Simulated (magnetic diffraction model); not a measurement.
# Which magnetic order? Ga2Fe3Sb4

Space group Imm2 (no. 44), a = 4.2720 Å, b = 10.3680 Å, c = 7.3250 Å.

| site | atom | x | y | z |
| --- | --- | --- | --- | --- |
| 2a | Sb | 1/2 | 1/2 | 0.8146 |
| 2b | Sb | 0 | 1/2 | 0.3631 |
| 4d | Sb | 1/2 | 0.2498 | 0.1594 |
| 4d | Ga | 0 | 0.3758 | 0.0014 |
| 2a | Fe | 1/2 | 1/2 | 0.1611 |
| 4d | Fe | 0 | 0.8667 | 0.9947 |

This is a made-up structure (elements placed in a structure type, unrelaxed), so the numbers test the method and describe no known phase.

Only Fe is taken to order (form factors of Fe2+); orders and moment sizes are assumed, and not adapted to the symmetry. Radiation: neutrons of λ = 1.8 Å, 8° to 50°; isotropic B of 0.5 Å² (Sb), 0.57 Å² (Ga) and 0.78 Å² (Fe). The intensities are simulated: I ∝ L Σ (|F_N|² + |F_M⊥|²) for unpolarised neutrons, with F_M = 2.695 fm/μB × Σ f(s) S exp(2πi Q·r) exp(−B s²) at Q = H ± k (one set where k and −k are equivalent), only the part normal to Q counting and L = 1/(sin²θ cos θ). For collinear order S is the moment m, which repeats by lattice and centring translations R with the sign exp(−2πi k·R). Form factors are spin-only for 3d ions and dipole or tabulated for f ions, scattering lengths are Sears's of 1992, and absorption is left out. A label names one of the reflections at its angle. The strongest nuclear line in the range is 100, and lines under 0.2 are left out.

Above the ordering temperature:

```csv
2θ (°),index,I
17.30,(0 1 1),21.4
20.00,(0 2 0),7.8
26.34,(1 1 0),21.4
28.23,(1 0 1),47.8
28.45,(0 0 2),31.2
33.47,(0 3 1),11.6
34.84,(1 2 1),29.8
35.02,(0 2 2),14.5
39.14,(1 3 0),1.4
39.16,(1 1 2),15.2
44.50,(0 1 3),11.5
49.09,(1 3 2),26.1
49.84,(2 0 0),100.0
```

Below it (cell unchanged):

```tsv
2θ (°)	I
9.96	12.4
14.12	5.7
17.30	21.4
20.00	7.8
24.32	6.2
24.56	0.9
26.34	21.4
28.23	47.8
28.45	31.2
30.01	2.0
30.21	0.8
31.68	0.3
33.47	11.6
34.84	29.8
35.02	14.5
37.77	1.1
39.14	1.4
39.16	15.2
41.81	2.1
41.96	0.9
43.10	0.5
43.22	0.9
43.26	0.9
44.50	11.5
49.09	26.1
49.84	100.0
```

**Question.** Find the propagation vector, then choose among these models:
A. collinear moments along [100], 1.23 μB on Fe; signs + at (1/2, 1/2, 0.1611), − at (0, 0.8667, 0.9947), − at (0, 0.1333, 0.9947)
B. collinear moments along [111], 1.23 μB on Fe; signs + at (1/2, 1/2, 0.1611), − at (0, 0.8667, 0.9947), + at (0, 0.1333, 0.9947)
C. collinear moments along [100], 1.23 μB on Fe; signs + at (1/2, 1/2, 0.1611), − at (0, 0.8667, 0.9947), + at (0, 0.1333, 0.9947)
D. collinear moments along [111], 1.23 μB on Fe; signs + at (1/2, 1/2, 0.1611), − at (0, 0.8667, 0.9947), − at (0, 0.1333, 0.9947)

The new lines index as (0 1 0) at 9.96°, (0 0 1) at 14.12°, (1 0 0) at 24.32° and (0 2 1) at 24.56°, that is as H ± k with k = (0 0 1). The indices are whole but break the lattice centring, so the moments reverse under a centring translation, those with k·t a half-integer.

Magnetic intensity, observed (below minus above) and for each model:

| 2θ (°) | index | observed | A | B | C | D |
| --- | --- | --- | --- | --- | --- | --- |
| 9.96 | (0 1 0) | 12.4 | 30.9 | 7.3 | 18.1 | 12.4 |
| 14.12 | (0 0 1) | 5.7 | 8.1 | 1.9 | 2.7 | 5.7 |
| 24.32 | (1 0 0) | 6.2 | <0.2 | 0.7 | <0.2 | 6.2 |
| 24.56 | (0 2 1) | 0.9 | 1.9 | 1.7 | 7.4 | 0.9 |
| 30.01 | (1 1 1) | 2.0 | 0.9 | 3.9 | 1.9 | 2.0 |
| 30.21 | (0 1 2) | 0.8 | 1.3 | 2.5 | 2.8 | 0.8 |
| 31.68 | (1 2 0) | 0.3 | <0.2 | 2.6 | 1.5 | 0.3 |
| 43.10 | (1 2 2) | 0.5 | 0.5 | 2.6 | 2.0 | 0.5 |

Model D matches.

The structure used: k = (0 0 1), collinear moments along [111], 1.23 μB on Fe; signs + at (1/2, 1/2, 0.1611), − at (0, 0.8667, 0.9947), − at (0, 0.1333, 0.9947).

[Logs are printed without paths, hosts, clocks, repeated set-up lines and the standing remarks that a program may print on its own settings, such as how far it seeks lower states.]
